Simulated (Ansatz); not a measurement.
# Mg7Ti: which shell does photoemission see at 21.2 and 1486.7 eV? (r²SCAN)

The valence band of Mg7Ti mixes several shells. Work out by hand which one leads the spectrum's area at each photon energy.

Filled states come from the projected DOS of Ansatz 0.2.0 (r²SCAN, plane waves); cross sections σ and asymmetry parameters β are those of free atoms in a Dirac–Hartree–Slater calculation. A shell's area is states × σ × angular factor, which is 1 + β·P₂(cos θ) for linear light, with θ = 0° from the polarisation and P₂ = 1.000.

**At 21.2 eV** (states counted from 8.7 eV below the zero; other shells add 0.17 to the products' sum of 14.6):

| shell | filled states a cell | cross section (Mb an electron) | β | angular factor | product | share by hand (%) | share in the simulated spectrum (%) |
| --- | --- | --- | --- | --- | --- | --- | --- |
| Ti 4s | 1.25 | 0.081 | 2.00 | 3.00 | 0.303 | 2 | 2 |
| Ti 3d | 3.60 | 2.54 | 0.16 | 1.16 | 10.6 | 73 | 71 |
| Mg 3s | 9.59 | 0.123 | 2.00 | 3.00 | 3.54 | 24 | 25 |

**At 1486.7 eV** (states counted from 8.7 eV below the zero; other shells add 0.00015 to the products' sum of 0.00674):

```
shell  filled states a cell  cross section (Mb an electron)     β  angular factor   product  share by hand (%)  share in the simulated spectrum (%)
Ti 4s                  1.25                        0.000227  2.00            3.00  0.000847                 13                                   13
Ti 3d                  3.60                        9.17e-05  0.73            1.73  0.000571                  8                                    8
Mg 3s                  9.59                         0.00018  2.00            3.00   0.00517                 77                                   77
```

Ti 3d leads at 21.2 eV and Mg 3s at 1486.7 eV. Between the two energies σ of Ti 3d changes by a factor 3.6e-5 and that of Mg 3s by 0.0015, so their ratio moves 41-fold in favour of the second. The simulated spectrum uses the same rule on the energy-resolved DOS, so the two share columns agree within a few points.

Only crystals where the two columns agree within 4 points and the lead is clear are worked in this form. Free-atom cross sections ignore the solid's final states, no escape depth or background enters, and the count of states a shell hangs on the projection.

[Logs are printed without paths, hosts, clocks, repeated set-up lines and the standing remarks that a program may print on its own settings, such as how far it seeks lower states.]
